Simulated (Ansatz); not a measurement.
# NO on Fe(100): change of the work function, part 4 of 5

How does NO on the hollow site change the work function of Fe(100) as the layer fills?

Ansatz 0.2.0; plane-wave DFT, PBE, Ansatz PAW (the session's first sound run).

So far, work function, upper face (eV): step 2 (the clean slab) 3.86; step 3 (22 atoms, coverage 0.25 ML, cell 2x2) 5.25; step 4 (24 atoms, coverage 0.5 ML, cell 2x2) 5.87.

### Step 5. The covered slab, k-mesh 10×10×1, coverage 1 ML

System of this step: NO/Fe(100). The cell holds 7 atoms: 5 Fe, 1 N and 1 O. Cell: a = 2.870 Å, b = 2.870 Å, c = 25.316 Å, α = 90.0°, β = 90.0°, γ = 90.0°. Vacuum lies along c.

Another coverage, to see how the dipoles act on each other as their distance changes.

Contents of input.yaml:

```yaml
crystal:
  lattice:
    - [2.87, 0.0, 0.0]
    - [0.0, 2.87, 0.0]
    - [0.0, 0.0, 25.3155260767]
  atoms:
    - { symbol: Fe, position: [0.0, 0.0, 0.3555130544], spin: 2.97 }
    - { symbol: Fe, position: [0.5, 0.5, 0.4121976359], spin: 2.38 }
    - { symbol: Fe, position: [0.0, 0.0, 0.4682046933], spin: 2.5 }
    - { symbol: Fe, position: [0.5, 0.5, 0.5250364817], spin: 2.31 }
    - { symbol: Fe, position: [0.0, 0.0, 0.5781245087], spin: 2.92 }
    - { symbol: "N", position: [0.5, 0.5, 0.597875234] }
    - { symbol: O, position: [0.5, 0.5, 0.6444869456] }
magnetization:
  spin_polarized: true
kpoints:
  mp_grid: { grid: [10, 10, 1] }
hamiltonian:
  xc: pbe
scf:
  occupations: { method: fermi_dirac, width: 0.1 }
  convergence: { dr2_threshold: 1.0e-08 }
efield:
  axis: 3
  dipole_correction: true
  ramp_position: 0.97
  ramp_width: 0.06
relax:
  f_tol: 0.02
  max_steps: 60
  constraints: [{ sites: [0, 1] }]
output:
  bader: true
  write_potential: true
  write_density: true
  volumetric_format: npy
```

Run with:

```console
$ ansatz run input.yaml --threads 4 --pin off --max-ram 12288MiB --backend cpu --events-out ev --progress --plain --runs-dir out
```

Numbers of over 12 decimals in the logs are rounded to 6 here.

What it wrote:

```text
[...]
Crystal: 7 atoms, lattice volume = 208.521 Å³
Basis set: ecut = 420 eV, 4073 PW (Γ), exchange–correlation on 40×40×360 points (8 copies of the dense FFT grid, shifted against one another)
Bands: 63, of which v1, the nominal top of the filled ones, is band 46 counted from 1 (45 counted from 0)
[...]
0     Fe      0.0555     0.0001     3.1103
     1     Fe     -0.0548     0.0001     2.3762
     2     Fe      0.0280     0.0001     2.4595
     3     Fe      0.1261     0.0004     2.5608
     4     Fe      0.6628     0.0023     2.4024
     5      N     -0.4558     0.0064    -0.0483
     6      O     -0.3619     0.0036    -0.1704
  estimated error of the sums over rays = 5.7e-4 e
[key lines of the parts left out:]
SCF converged after 12 iterations
Magnetization: 12.6905 μB (51.8453 up, 39.1547 down)
Free energy (F): -23349.676997 eV
Fermi energy:    2.479976 eV
Dipole field:    D = -0.100094 V/Å  (p = -0.115345 e·Å, saw-weighted, corrected)
Work function:   Φ+ = 6.4208 eV   Φ− = 3.8869 eV
```

Run time: 1.7 min. Hardware: 4 threads of Intel Xeon 6975P-C (Granite Rapids), shared host; peak memory 1 GiB.

Step by step:

```csv
step,energy less that of the first step (eV),largest force component (eV/Å)
1,0.0000,6.4826
2,-0.3365,1.8769
3,-0.4999,0.8509
4,-0.5595,0.6484
5,-0.5814,0.3680
6,-0.5867,0.0179
```

Forces are held to the 8 operations that the run works with; a distortion that breaks them can't arise in this run.

The atoms that moved most (Å):

```csv
atom,dx,dy,dz,length
O7,0.000,0.000,0.467,0.467
N6,0.000,0.000,0.399,0.399
Fe5,0.000,0.000,0.184,0.184
Fe4,0.000,0.000,-0.021,0.021
Fe3,0.000,0.000,0.013,0.013
```

The relaxation took 6 steps and lowered the energy by 0.59 eV; the largest force on the free atoms ends at 0.018 eV/Å.

The covered face has 6.42 eV, +2.56 eV against the clean one; the bare back face has moved by +0.06 eV, a measure of how thin the slab is.

### Step 6. Work function against coverage

This step: plane-wave DFT, PBE, Ansatz PAW; work function against coverage (Ansatz 0.2.0).

The runs are now put side by side.

Numbers from this step:

```yaml
work_function_of_the_clean_face: 3.856 eV
largest_change_of_the_work_function: 2.565 eV
```

Table of work function of the covered face by coverage:

```csv
coverage (adsorbates/nm²),work function of the covered face (eV)
0.00,3.86
3.04,5.25
6.07,5.87
12.14,6.42
```

The dipole per adsorbate comes from the change of the cell's dipole. Coverage, by row:

```csv
coverage (1/nm²),coverage (ML),work function (eV),change (eV),"dipole per adsorbate, positive end outwards (debye)",mean height of the added atoms over the highest substrate atom (Å)
3.035,0.25,5.247,1.39,-1.199,1.524
6.07,0.5,5.867,2.011,-0.875,1.249
12.14,1,6.421,2.565,-0.548,1.339
```

### Step 7. The 0.25 ML cell at another level of theory, cutoff 420 eV, functional revpbe

This step: plane-wave DFT, revPBE, Ansatz PAW (Ansatz 0.2.0).

System of this step: NO/Fe(100). The cell holds 22 atoms: 20 Fe, 1 N and 1 O. Cell: a = 5.740 Å, b = 5.740 Å, c = 25.316 Å, α = 90.0°, β = 90.0°, γ = 90.0°. Vacuum lies along c.

The geometry is kept and the functional is revPBE.

Contents of input.yaml:

```yaml
crystal:
  lattice:
    - [5.74, 0.0, 0.0]
    - [0.0, 5.74, 0.0]
    - [0.0, 0.0, 25.3155260767]
  atoms:
    - { symbol: Fe, position: [0.0, 0.0, 0.3555130544], spin: 2.5 }
    - { symbol: Fe, position: [0.25, 0.25, 0.4121976359], spin: 2.5 }
    - { symbol: Fe, position: [-0.004999015, -0.004999015, 0.4685703217], spin: 2.5 }
    - { symbol: Fe, position: [0.25, 0.25, 0.5177871567], spin: 2.5 }
    - { symbol: Fe, position: [0.0221205519, 0.0221205519, 0.580231338], spin: 2.5 }
    - { symbol: Fe, position: [0.0, 0.5, 0.3555130544], spin: 2.5 }
    - { symbol: Fe, position: [0.25, 0.75, 0.4121976359], spin: 2.5 }
    - { symbol: Fe, position: [-0.004999015, 0.504999015, 0.4685703217], spin: 2.5 }
    - { symbol: Fe, position: [0.25, 0.75, 0.52545295], spin: 2.5 }
    - { symbol: Fe, position: [0.0221205519, 0.4778794481, 0.580231338], spin: 2.5 }
    - { symbol: Fe, position: [0.5, 0.0, 0.3555130544], spin: 2.5 }
    - { symbol: Fe, position: [0.75, 0.25, 0.4121976359], spin: 2.5 }
    - { symbol: Fe, position: [0.504999015, -0.004999015, 0.4685703217], spin: 2.5 }
    - { symbol: Fe, position: [0.75, 0.25, 0.52545295], spin: 2.5 }
    - { symbol: Fe, position: [0.4778794481, 0.0221205519, 0.580231338], spin: 2.5 }
    - { symbol: Fe, position: [0.5, 0.5, 0.3555130544], spin: 2.5 }
    - { symbol: Fe, position: [0.75, 0.75, 0.4121976359], spin: 2.5 }
    - { symbol: Fe, position: [0.504999015, 0.504999015, 0.4685703217], spin: 2.5 }
    - { symbol: Fe, position: [0.75, 0.75, 0.5289010061], spin: 2.5 }
    - { symbol: Fe, position: [0.4778794481, 0.4778794481, 0.580231338], spin: 2.5 }
    - { symbol: "N", position: [0.25, 0.25, 0.6152776334] }
    - { symbol: O, position: [0.25, 0.25, 0.6656068372] }
magnetization:
  spin_polarized: true
kpoints:
  mp_grid: { grid: [5, 5, 1] }
hamiltonian:
  xc: revpbe
scf:
  occupations: { method: fermi_dirac, width: 0.1 }
  convergence: { dr2_threshold: 1.0e-08 }
efield:
  axis: 3
  dipole_correction: true
  ramp_position: 0.97
  ramp_width: 0.06
output:
  write_potential: true
  write_density: true
  volumetric_format: npy
```

What it wrote:

```text
[...]
Crystal: 22 atoms, lattice volume = 834.086 Å³
Basis set: ecut = 420 eV, 16377 PW (Γ)
Bands: 229, of which v1, the nominal top of the filled ones, is band 166 counted from 1 (165 counted from 0)
Symmetry: 8 space group operations
k-points: 6 of 25
[...]
Starting moments: Σ|m| = 50 μB on 20 of 22 sites
[...]
SCF iter   1: F=—  HF=-90620.481232 eV  |F-HF|=—  |Δ(HF+E_count)|=         —  Δρ=5.54e-2 (↑2.98e-2 ↓5.54e-2)  dr2=5.50e1  dr2_m=1.06e1  M=51.734 μB ∫|m|=52.759 μB  β_m=1.00  ethr=3.10e-3  p=-0.000 e·Å  D=-1.78e-6 V/Å  ΔV_dip=0.00 eV  dr2_dipole=2.47e0  V_vac-E_F(+/−)=7.30/7.30 eV  ⟨swp⟩=9.8  Hψ=14224  notcnv=0  defer=151
[...]
SCF iter  16: F=-90621.652109 eV  HF=-90621.652109 eV  |F-HF|=6.23e-9  |Δ(HF+E_count)|=   1.10e-8  Δρ=6.40e-7 (↑4.66e-7 ↓6.40e-7)  dr2=8.97e-9  dr2_m=4.19e-10  M=51.143 μB ∫|m|=54.665 μB  ethr=1.47e-12  p=-0.256 e·Å  D=-5.55e-2 V/Å  ΔV_dip=1.41 eV  dr2_dipole=5.38e-13  V_vac-E_F(+/−)=5.10/3.69 eV  ⟨swp⟩=16.7  Hψ=15664  notcnv=0
SCF 1 converged in 16 iterations: F = -90621.652109 eV  dr2 = 8.97e-9
[...]
SCF converged after 16 iterations
Magnetization: 51.1428 μB (191.0714 up, 139.9286 down)
Absolute magnetization: 54.6685 μB (∫|ρ↑−ρ↓|, with the PAW one-centre terms)
[...]
Per-site moments (μB) at R_I (Å): [(2.983331, 1.025266), (2.458321, 1.025266), (2.448485, 0.996612), (2.260419, 0.996612), (2.506453, 0.846281), (2.983331, 1.025266), (2.413034, 1.023526), (2.448485, 0.996612), (2.453935, 1.016606), (2.506453, 0.846281), (2.983331, 1.025266), (2.413034, 1.023526), (2.448485, 0.996612), (2.453935, 1.016606), (2.506453, 0.846281), (2.983331, 1.025266), (2.367201, 1.009742), (2.448485, 0.996612), (2.442434, 1.034384), (2.506453, 0.846281), (-0.114303, 0.525570), (-0.140103, 0.525570)]
Free energy (F): -90621.652109 eV
[...]
Internal energy: -90620.967965 eV  (E = F + TS)
E sigma→0 (E₀):  -90621.310037 eV
Entropy (-TS):   -0.684144 eV (-31.097 meV/atom)
Fermi energy:    2.282612 eV
Dipole field:    D = -0.055539 V/Å  (p = -0.256002 e·Å, saw-weighted, corrected)
Work function:   Φ+ = 5.0950 eV   Φ− = 3.6890 eV
[...]
--- Band table (eV; the first three rows and the last of 12) ---
  k-point 0 ↑: bands = [... 162 lower, 0.9834, 0.9834, 1.0088, 1.0454, 1.1345, 1.1552, 1.2268, 1.2554, ... 59 higher]
  k-point 1 ↑: bands = [... 162 lower, 0.9318, 0.9807, 0.9843, 1.0301, 1.0720, 1.1314, 1.1524, 1.1615, ... 59 higher]
  k-point 2 ↑: bands = [... 162 lower, 0.8912, 0.9355, 0.9475, 0.9624, 0.9681, 1.0003, 1.0468, 1.0777, ... 59 higher]
  k-point 5 ↓: bands = [... 162 lower, 3.6731, 3.6878, 3.6984, 3.7634, 3.8022, 3.8120, 3.8134, 3.8537, ... 59 higher]
```

Run time: 2.2 min. Hardware: 4 threads; peak memory 4.9 GiB; 7.8 min of CPU time.

This step gave:

```yaml
energy_at_zero_smearing: -90621.3100 eV
total_moment: 51.14 μB
work_function_upper_face: 5.095 eV
work_function_lower_face: 3.689 eV
dipole_along_the_normal: -0.2560 e·Å
step_between_the_vacuum_levels: 1.406 eV
```

Site moment by atom:

```csv
atom,site moment (μB)
Fe1,2.98
Fe2,2.46
Fe3,2.45
Fe4,2.26
Fe5,2.51
Fe6,2.98
Fe7,2.41
Fe8,2.45
Fe9,2.45
Fe10,2.51
Fe11,2.98
Fe12,2.41
Fe13,2.45
Fe14,2.45
Fe15,2.51
Fe16,2.98
Fe17,2.37
Fe18,2.45
Fe19,2.44
Fe20,2.51
N21,-0.11
O22,-0.14
```

The work function comes to 5.10 eV, -0.15 eV from the first level.

### Step 8. The 0.25 ML cell at another level of theory, cutoff 1240 eV, functional PBE

This step: plane-wave DFT, PBE, norm-conserving (Ansatz 0.2.0).

The geometry is kept and the functional is PBE; other changes against the main runs: norm-conserving files and cutoff 420 → 1240.

input.yaml, as its differences from that of step 7:

```diff
@@ -33,3 +33,4 @@
 hamiltonian:
-  xc: revpbe
+  xc: pbe
+  pseudopotentials: { kind: nc }
 scf:
```

What it wrote:

```text
[...]
Crystal: 22 atoms, lattice volume = 834.086 Å³
Basis set: ecut = 1240 eV, 82829 PW (Γ)
Bands: 229, of which v1, the nominal top of the filled ones, is band 166 counted from 1 (165 counted from 0)
Symmetry: 8 space group operations
k-points: 6 of 25
[...]
Starting moments: Σ|m| = 50 μB on 20 of 22 sites
[...]
SCF iter   1: F=—  HF=-71531.599469 eV  |F-HF|=—  |Δ(HF+E_count)|=         —  Δρ=7.33e-2 (↑4.80e-2 ↓7.33e-2)  dr2=2.03e2  dr2_m=2.07e1  M=49.882 μB ∫|m|=50.596 μB  β_m=0.30  ethr=3.10e-3  p=-0.000 e·Å  D=-4.61e-9 V/Å  ΔV_dip=0.00 eV  dr2_dipole=1.39e0  V_vac-E_F(+/−)=8.75/8.75 eV  ⟨swp⟩=18.4  Hψ=17264  notcnv=0  defer=195
[...]
SCF iter  13: F=—  HF=-71523.882651 eV  |F-HF|=—  |Δ(HF+E_count)|=   1.92e-2  Δρ=8.68e-3 (↑8.68e-3 ↓6.88e-3)  dr2=5.70e0  dr2_m=2.12e-2  M=51.163 μB ∫|m|=54.376 μB  β_m=1.20  ethr=8.62e-4  p=-0.244 e·Å  D=-5.30e-2 V/Å  ΔV_dip=1.34 eV  dr2_dipole=1.14e0  V_vac-E_F(+/−)=5.22/3.88 eV  ⟨swp⟩=1.5  Hψ=2693  notcnv=0  defer=276
[...]
spin-set hold released at iteration 13 (site moments contracting): the magnetisation degrees of freedom join the quasi-Newton model from the next iteration; the mixer history was flushed
SCF iter  14: F=—  HF=-71523.801307 eV  |F-HF|=—  |Δ(HF+E_count)|=   8.13e-2  Δρ=6.44e-3 (↑6.44e-3 ↓2.21e-3)  dr2=1.71e0  dr2_m=4.42e-2  M=51.002 μB ∫|m|=54.263 μB  β_m=0.52  ethr=8.62e-4  p=-0.253 e·Å  D=-5.48e-2 V/Å  ΔV_dip=1.39 eV  dr2_dipole=3.79e-1  V_vac-E_F(+/−)=5.23/3.85 eV  ⟨swp⟩=1.9  Hψ=2571  notcnv=0  defer=276
[...]
SCF iter  24: F=-71523.832425 eV  HF=-71523.832425 eV  |F-HF|=3.00e-9  |Δ(HF+E_count)|=   1.69e-8  Δρ=4.28e-7 (↑2.36e-7 ↓4.28e-7)  dr2=2.71e-9  dr2_m=5.41e-10  M=50.702 μB ∫|m|=54.000 μB  ethr=3.02e-12  p=-0.254 e·Å  D=-5.52e-2 V/Å  ΔV_dip=1.40 eV  dr2_dipole=1.40e-10  V_vac-E_F(+/−)=5.25/3.85 eV  ⟨swp⟩=34.0  Hψ=12812  notcnv=0
SCF 1 converged in 24 iterations: F = -71523.832425 eV  dr2 = 2.71e-9
WARN: The input density's exchange-correlation potential varies sharply where the density is thin. Do not read a vacuum level from v_tot or v_xc, or from such a field of the output density. On a cell that repeats whose density bears no net charge and no dipole along the vacuum's axis use v_es (v_loc + v_h of the components); under efield.dipole_correction with no amplitude use v_es + v_field, which holds any external [...]
SCF converged after 24 iterations
the last check of whether an eigenvalue changes by more than its tolerance under the output density was not made (no_room)
Magnetization: 50.7019 μB (190.8509 up, 140.1491 down)
Absolute magnetization: 54.0002 μB (∫|ρ↑−ρ↓|)
[...]
Per-site moments (μB) at R_I (Å): [(2.959682, 1.025266), (2.441361, 1.025266), (2.418435, 0.996612), (2.227079, 0.996612), (2.483850, 0.846281), (2.959682, 1.025266), (2.391045, 1.023526), (2.418435, 0.996612), (2.430113, 1.016606), (2.483850, 0.846281), (2.959682, 1.025266), (2.391045, 1.023526), (2.418435, 0.996612), (2.430113, 1.016606), (2.483850, 0.846281), (2.959682, 1.025266), (2.344345, 1.009742), (2.418435, 0.996612), (2.416367, 1.034384), (2.483850, 0.846281), (-0.114822, 0.525570), (-0.138879, 0.525570)]
Free energy (F): -71523.832425 eV
[...]
Internal energy: -71523.126215 eV  (E = F + TS)
E sigma→0 (E₀):  -71523.479320 eV
Entropy (-TS):   -0.706209 eV (-32.100 meV/atom)
Fermi energy:    2.150780 eV
Dipole field:    D = -0.055159 V/Å  (p = -0.254255 e·Å, saw-weighted, corrected)
Work function:   Φ+ = 5.2459 eV   Φ− = 3.8495 eV
[...]
--- Band table (eV; the first three rows and the last of 12) ---
  k-point 0 ↑: bands = [... 162 lower, 0.8791, 0.8791, 0.8960, 0.9485, 1.0260, 1.0477, 1.1182, 1.1490, ... 59 higher]
  k-point 1 ↑: bands = [... 162 lower, 0.8282, 0.8695, 0.8846, 0.9216, 0.9627, 1.0245, 1.0427, 1.0587, ... 59 higher]
  k-point 2 ↑: bands = [... 162 lower, 0.7825, 0.8270, 0.8417, 0.8523, 0.8659, 0.8933, 0.9374, 0.9688, ... 59 higher]
  k-point 5 ↓: bands = [... 162 lower, 3.5019, 3.5040, 3.5102, 3.5748, 3.6106, 3.6282, 3.6305, 3.6765, ... 59 higher]
```

Run time: 8.2 min. Hardware: 4 threads; peak memory 10 GiB.

This step gave:

- energy at zero smearing: -71523.4793 eV
- total moment: 50.70 μB
- work function, upper face: 5.246 eV
- work function, lower face: 3.849 eV
- dipole along the normal: -0.2543 e·Å
- step between the vacuum levels: 1.396 eV

The work function comes to 5.25 eV, -0.00 eV from the first level.

### Step 9. The 0.25 ML cell at another level of theory, cutoff 1380 eV, functional PBE

This step: plane-wave DFT, PBE, JTH PAW (Ansatz 0.2.0).

The geometry is kept and the functional is PBE; other changes against the main runs: JTH PAW files and cutoff 420 → 1380.

input.yaml, as its differences from that of step 8:

```diff
@@ -34,3 +34,3 @@
   xc: pbe
-  pseudopotentials: { kind: nc }
+  pseudopotentials: { kind: paw, source: jth }
 scf:
```

What it wrote:

```text
[...]
k-point 1 ↑: bands = [... 162 lower, 1.2743, 1.3187, 1.3284, 1.3650, 1.4117, 1.4707, 1.4904, 1.5008, ... 59 higher]
  k-point 2 ↑: bands = [... 162 lower, 1.2310, 1.2746, 1.2876, 1.2988, 1.3085, 1.3357, 1.3850, 1.4146, ... 59 higher]
  k-point 5 ↓: bands = [... 162 lower, 3.9535, 3.9577, 3.9620, 4.0293, 4.0661, 4.0815, 4.0823, 4.1239, ... 59 higher]
[key lines of the parts left out:]
SCF converged after 15 iterations
Magnetization: 50.7875 μB (190.8937 up, 140.1063 down)
Free energy (F): -90540.991356 eV
Fermi energy:    2.587892 eV
Dipole field:    D = -0.055785 V/Å  (p = -0.257137 e·Å, saw-weighted, corrected)
Work function:   Φ+ = 5.2631 eV   Φ− = 3.8509 eV
```

Wall time 9.7 min (4 threads); peak memory 10 GiB.

The work function comes to 5.26 eV, +0.02 eV from the first level.

### Step 10. The 0.25 ML cell at another level of theory, cutoff 420 eV, functional LDA

This step: plane-wave DFT, LDA, Ansatz PAW (Ansatz 0.2.0).

The geometry is kept and the functional is LDA.

input.yaml, as its differences from that of step 9:

```diff
@@ -33,4 +33,3 @@
 hamiltonian:
-  xc: pbe
-  pseudopotentials: { kind: paw, source: jth }
+  xc: lda
 scf:
```

What it wrote:

```text
[...]
Crystal: 22 atoms, lattice volume = 834.086 Å³
Basis set: ecut = 420 eV, 16377 PW (Γ)
Bands: 229, of which v1, the nominal top of the filled ones, is band 166 counted from 1 (165 counted from 0)
Symmetry: 8 space group operations
k-points: 6 of 25
[...]
k-point 1 ↑: bands = [... 162 lower, 0.5598, 0.6082, 0.6228, 0.6516, 0.7214, 0.7507, 0.7797, 0.7882, ... 59 higher]
  k-point 2 ↑: bands = [... 162 lower, 0.5191, 0.5462, 0.5735, 0.5785, 0.6061, 0.6094, 0.6798, 0.6986, ... 59 higher]
  k-point 5 ↓: bands = [... 162 lower, 2.9185, 2.9493, 2.9857, 3.0232, 3.0254, 3.0528, 3.0881, 3.0959, ... 59 higher]
[key lines of the parts left out:]
SCF converged after 22 iterations
Magnetization: 49.4321 μB (190.2161 up, 140.7839 down)
Free energy (F): -89312.119039 eV
Fermi energy:    1.753136 eV
Dipole field:    D = -0.054730 V/Å  (p = -0.252277 e·Å, saw-weighted, corrected)
Work function:   Φ+ = 5.6185 eV   Φ− = 4.2330 eV
```

The job ended after 2.8 min (4 threads; peak memory 4.8 GiB; 10 min of CPU time).

The work function comes to 5.62 eV, +0.37 eV from the first level.

### Step 11. Comparing the runs

Times are for 4 threads of Intel Xeon 6975P-C (Granite Rapids), shared host. The runs compared:

```csv
no.,functional,"work function, upper face (eV)",dipole along the normal (e·Å),time,memory (GiB)
1,revpbe,5.095,-0.2560,2.2 min,4.9
2,pbe,5.246,-0.2543,8.2 min,10
3,pbe,5.263,-0.2571,9.7 min,10
4,lda,5.619,-0.2523,2.8 min,4.8
```

### Step 12. The same run with other settings

This step: plane-wave DFT, PBE, Ansatz PAW, but for the change named below (Ansatz 0.2.0).

System of this step: NO/Fe(100). The cell holds 7 atoms: 5 Fe, 1 N and 1 O. Cell: a = 2.870 Å, b = 2.870 Å, c = 25.316 Å, α = 90.0°, β = 90.0°, γ = 90.0°. Vacuum lies along c.

An input spoilt on purpose, to show how the run answers: it repeats the earlier run at 1 ML with magnetization.spin_polarized from true to yes please, and scf.max_iter set to 100.

Contents of input.yaml:

```yaml
crystal:
  lattice:
    - [2.87, 0.0, 0.0]
    - [0.0, 2.87, 0.0]
    - [0.0, 0.0, 25.3155260767]
  atoms:
    - { symbol: Fe, position: [0.0, 0.0, 0.3555130544], spin: 2.97 }
    - { symbol: Fe, position: [0.5, 0.5, 0.4121976359], spin: 2.38 }
    - { symbol: Fe, position: [0.0, 0.0, 0.4682046933], spin: 2.5 }
    - { symbol: Fe, position: [0.5, 0.5, 0.5250364817], spin: 2.31 }
    - { symbol: Fe, position: [0.0, 0.0, 0.5781245087], spin: 2.92 }
    - { symbol: "N", position: [0.5, 0.5, 0.597875234] }
    - { symbol: O, position: [0.5, 0.5, 0.6444869456] }
magnetization:
  spin_polarized: "yes please"
kpoints:
  mp_grid: { grid: [10, 10, 1] }
hamiltonian:
  xc: pbe
scf:
  occupations: { method: fermi_dirac, width: 0.1 }
  convergence: { dr2_threshold: 1.0e-08 }
  max_iter: 100
efield:
  axis: 3
  dipole_correction: true
  ramp_position: 0.97
  ramp_width: 0.06
relax:
  f_tol: 0.02
  max_steps: 60
  constraints: [{ sites: [0, 1] }]
output:
  bader: true
  write_potential: true
  write_density: true
  volumetric_format: npy
```

What it wrote:

```text
Error: YAML parse error: error: line 15 column 19: invalid boolean (strict mode expects true/false)
  --> <input>:15:19
   |
13 |     - { symbol: O, position: [0.5, 0.5, 0.6444869456] }
14 | magnetization:
15 |   spin_polarized: "yes please"
   |                   ^ invalid boolean (strict mode expects true/false)
16 | kpoints:
17 |   mp_grid: { grid: [10, 10, 1] }
   |
```

Run time: 0.03 s. Hardware: 4 threads; peak memory 0.039 GiB.

The input was rejected at the start.

The program's message: “Error: YAML parse error: error: line 15 column 19: invalid boolean (strict mode expects true/false)”

The fault put into the input: a value of the wrong type.

[end of part 4 of 5]

[Logs are printed without paths, hosts, clocks, repeated set-up lines and the standing remarks that a program may print on its own settings, such as how far it seeks lower states.]

[Hosts, paths, dates, database ids (printed as entryN), source tags and the programs' standing remarks are cut or masked in the printed files.]

[Maps of the electrostatic potential energy from Ansatz leave out the sawtooth potential of an applied field or a dipole correction, so their vacuum need not be flat; planar profiles and work functions include it.]
